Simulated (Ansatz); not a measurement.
# Is TiGeB in the AlB2 type a stable metal?, part 3 of 3

Question: is the lattice of TiGeB in the AlB2 type stable, and if so, what are its coupling constant and resistivity?

Ansatz 0.2.0; DFT PBE, scalar-relativistic, plane waves, PAW; PAW set soft_1.

So far, lowest on path (cm⁻¹): step 5 (phonons by linear response: q 2×2×2, k 6×6×4) -155; step 6 (k-mesh 9×9×6, q mesh 3×3×2) -108. The relaxed cell has a = 3.539, c = 3.462 Å (conventional setting).

The structure was built from a prototype and need not be the compound's stable phase.

## 7. Phonons by linear response: Fermi–Dirac smearing of 0.3 eV

The phonons are repeated on the same meshes with a wide Fermi–Dirac smearing, to see whether the soft mode comes from sharp features of the Fermi surface.

Input file input.yaml:

```yaml
crystal:
  lattice:
    - [3.539007512, -2.7377e-06, 0.0]
    - [-1.7695013851, 3.0648717784, 0.0]
    - [0.0, 0.0, 3.4618801728]
  atoms:
    - { symbol: Ti, position: [0.0, 0.0, 0.0] }
    - { symbol: B, position: [0.3333333333, 0.6666666667, 0.5] }
    - { symbol: Ge, position: [0.6666666667, 0.3333333333, 0.5] }
kpoints:
  mp_grid: { grid: [9, 9, 6] }
hamiltonian:
  xc: pbe
  pseudopotentials: { kind: paw, azcp: { folder: soft_1 } }
scf:
  occupations: { method: fermi_dirac, width: 0.3 }
output:
  eigenvalues: true
phonons:
  method: dfpt
  qmesh: [3, 3, 2]
  temperatures: { t_max: 1000, t_step: 50 }
  qpath:
    path:
      - [[0.0, 0.0, 0.0], [0.5, 0.0, 0.0], [0.33333333, 0.33333333, 0.0], [0.0, 0.0, 0.0], [0.0, 0.0, 0.5], [0.5, 0.0, 0.5], [0.33333333, 0.33333333, 0.5], [0.0, 0.0, 0.5]]
      - [[0.5, 0.0, 0.5], [0.5, 0.0, 0.0]]
      - [[0.33333333, 0.33333333, 0.5], [0.33333333, 0.33333333, 0.0]]
    npoints: 10
```

The run is started by

```
$ ansatz run input.yaml --threads 4 --pin off --max-ram 12288MiB --backend cpu --events-out ev --progress --plain --runs-dir out
```

Numbers of over 12 decimals in the logs are rounded to 6 here.

The program printed:

```text
band count auto-derived: 20 (N_el = 29.0; filled up to band 15; 19 by the electrons, moments and atoms)
[...]
Crystal: 3 atoms, lattice volume = 37.550 Å³
Basis set: ecut = 420 eV, 737 PW (Γ), exchange–correlation on 48×48×48 points (8 copies of the dense FFT grid, shifted against one another)
Bands: 20, of which v1, the nominal top of the filled ones, is band 15 counted from 1 (14 counted from 0)
Symmetry: 12 space group operations
k-points: 48 of 486 (time reversal used)
[...]
SCF iter   1: F=—  HF=-6951.360415 eV  |F-HF|=—  |Δ(HF+E_count)|=         —  Δρ=4.87e-2  dr2=1.18e0  ethr=3.10e-3  ⟨swp⟩=5.0  Hψ=8362  notcnv=0
automatic band count: the SCF goes on with 25 bands, as 20 were too few: they end inside the smearing window of the response
[...]
SCF iter   2: F=—  HF=-6951.153087 eV  |F-HF|=—  |Δ(HF+E_count)|=   2.07e-1  Δρ=3.24e-2  dr2=5.54e-1  ethr=3.10e-3  ⟨swp⟩=2.0  Hψ=1884  notcnv=0
[...]
SCF iter  10: F=-6950.990665 eV  HF=-6950.990665 eV  |F-HF|=1.82e-12  |Δ(HF+E_count)|=  1.09e-11  Δρ=4.18e-8  dr2=2.54e-13  ethr=1.00e-12  ⟨swp⟩=4.8  Hψ=3872  notcnv=0
SCF 1 converged in 10 iterations: F = -6950.990665 eV  dr2 = 2.54e-13
[...]
SCF converged after 10 iterations
Free energy (F): -6950.990665 eV
[...]
Internal energy: -6950.475159 eV  (E = F + TS)
E sigma→0 (E₀):  -6950.732912 eV
Entropy (-TS):   -0.515506 eV (-171.835 meV/atom)
Fermi energy:    14.811265 eV
[...]
--- Band table (eV; the first three rows and the last of 48) ---
  k-point 0: bands = [... 11 lower, 11.2655, 12.1819, 12.7198, 15.5121, 15.5121, 15.9752, 16.6088, 16.6088, ... 6 higher]
  k-point 1: bands = [... 11 lower, 11.5214, 11.5214, 14.1256, 14.6462, 14.6462, 16.2131, 16.4988, 16.4988, ... 6 higher]
  k-point 2: bands = [... 11 lower, 12.2158, 12.2158, 13.7903, 13.7903, 15.3471, 15.3943, 15.3943, 16.9035, ... 6 higher]
  k-point 47: bands = [... 11 lower, 8.4905, 10.5521, 11.1401, 16.1915, 16.6351, 16.8698, 16.9465, 17.2660, ... 6 higher]
[...]
ASR residual: 1.413e-3 → 0.000e0 eV/Å²; symmetrization residual: 1.546e-6 eV/Å²
  ASR residual per site (eV/Å²): 1.41e-3 2.03e-4 9.39e-5
  Γ frequencies (cm⁻¹): -98.41 0.00 0.00 0.00 202.69 202.69 275.86 617.91 617.91
--- Phonons (arbitrary-q DFPT): 6 irreducible q on the 3×3×2 mesh ---
[...]
interpolated dispersion: 93 rows × 9 modes
[...]
```

Run time: 2.3 min. Hardware: 4 threads of Arm Neoverse V2, shared host; peak memory 1.1 GiB; 8.9 min of CPU time.

Numbers from this step:

| Quantity | Value |
| --- | --- |
| share of imaginary modes in the plain interpolation between solved wavevectors | 0.0222 |
| highest frequency, solved or plainly interpolated | 639.6 cm⁻¹ |

Solved on the 3×3×2 mesh alone; all other wavevectors are interpolated. Phonon branches along the path, in cm⁻¹:

| point | branch 1 | branch 2 | branch 3 | branch 4 | branch 5 | branch 6 | branch 7 | branch 8 | branch 9 |
| --- | --- | --- | --- | --- | --- | --- | --- | --- | --- |
| Γ | -98 | 0 | 0 | 0 | 203 | 203 | 276 | 618 | 618 |
| halfway | -28 | 28 | 96 | 127 | 209 | 234 | 250 | 615 | 615 |
| M | 38 | 59 | 142 | 168 | 208 | 220 | 280 | 616 | 618 |
| halfway | 82 | 89 | 146 | 161 | 200 | 203 | 292 | 607 | 632 |
| K | 114 | 115 | 154 | 156 | 175 | 193 | 300 | 604 | 640 |
| halfway | 49 | 52 | 102 | 132 | 202 | 243 | 251 | 610 | 621 |
| Γ | -98 | 0 | 0 | 0 | 203 | 203 | 276 | 618 | 618 |
| halfway | 55 | 67 | 67 | 126 | 181 | 181 | 251 | 615 | 615 |
| A | 101 | 101 | 134 | 141 | 151 | 151 | 245 | 612 | 612 |
| halfway | 57 | 117 | 128 | 151 | 206 | 237 | 244 | 616 | 617 |
| L | 74 | 132 | 145 | 150 | 219 | 263 | 304 | 611 | 615 |
| halfway | 69 | 85 | 144 | 210 | 236 | 262 | 295 | 584 | 633 |
| H | 63 | 64 | 146 | 249 | 253 | 262 | 276 | 568 | 640 |
| halfway | 58 | 96 | 131 | 180 | 221 | 235 | 250 | 606 | 626 |
| A | 101 | 101 | 134 | 141 | 151 | 151 | 245 | 612 | 612 |
| jump to L | 74 | 132 | 145 | 150 | 219 | 263 | 304 | 611 | 615 |
| halfway | 52 | 82 | 166 | 191 | 200 | 221 | 296 | 614 | 616 |
| M | 38 | 59 | 142 | 168 | 208 | 220 | 280 | 616 | 618 |
| jump to H | 63 | 64 | 146 | 249 | 253 | 262 | 276 | 568 | 640 |
| halfway | 90 | 114 | 121 | 206 | 221 | 235 | 290 | 586 | 640 |
| K | 114 | 115 | 154 | 156 | 175 | 193 | 300 | 604 | 640 |

The phonon branches as a text plot (rows in cm⁻¹):

```
    624 |********************************************************
    593 |        ******                  **   ***            ****
    563 |                                  ***             **
    532 |
    501 |
    470 |
    440 |
    409 |
    378 |
    347 |
    317 |                               **           **
    286 |**   *********    **         **  ******       **********
    255 |  ***         ****  ******* ************  ****    ***
    224 |  ******     * **          ********  *****  * **** ***
    194 |***    ***************    ***    *     ****  *****   ***
    163 |     *******          ***********       **********    **
    132 |   ******   ****      * ***************** ***    *******
    101 |  **     ****** *    * ******   **     ***** **    *****
     71 | **   ***    * ***  * *   ***************** **** ****
     40 |** *****      ****  **                         ***
      9 |***              *** *
    -22 |   *           *
    -52 |  *             *   *
    -83 |**               ***
         Γ     M   K       Γ     A      L   H      A|L   M|H    K
```

Among the solved wavevectors the lowest mode, translations apart, is -98.4 cm⁻¹, imaginary.

For the lowest on path, step 6 gave -108 cm⁻¹; this run, with occupations Fermi-Dirac and smearing width 0.3 eV, gives -98.4 cm⁻¹.

## 8. Summary of results

| Quantity | Value |
| --- | --- |
| phonon run of the rows without a label of their own | PBE, q 3×3×2, k 9×9×6 |
| softest mode on the q mesh | -108 cm⁻¹ at q = (0, 0, 0) |
| highest frequency, solved or plainly interpolated | 636 cm⁻¹ |

What this shows: The lattice is dynamically unstable at this level: a mode at q = (0, 0, 0) is imaginary, 108i cm⁻¹, so no harmonic coupling constant or resistivity is defined for this structure. These meshes are coarse, and single modes of a metal can move by tens of cm⁻¹ with the k mesh. The phonon runs are not spin-polarised. The structure was built by hand as an ordered model, and its stability against other phases was not tested.

[Logs are printed without paths, hosts, clocks, repeated set-up lines and the standing remarks that a program may print on its own settings, such as how far it seeks lower states.]

[Hosts, paths, dates, database ids (printed as entryN), source tags and the programs' standing remarks are cut or masked in the printed files.]
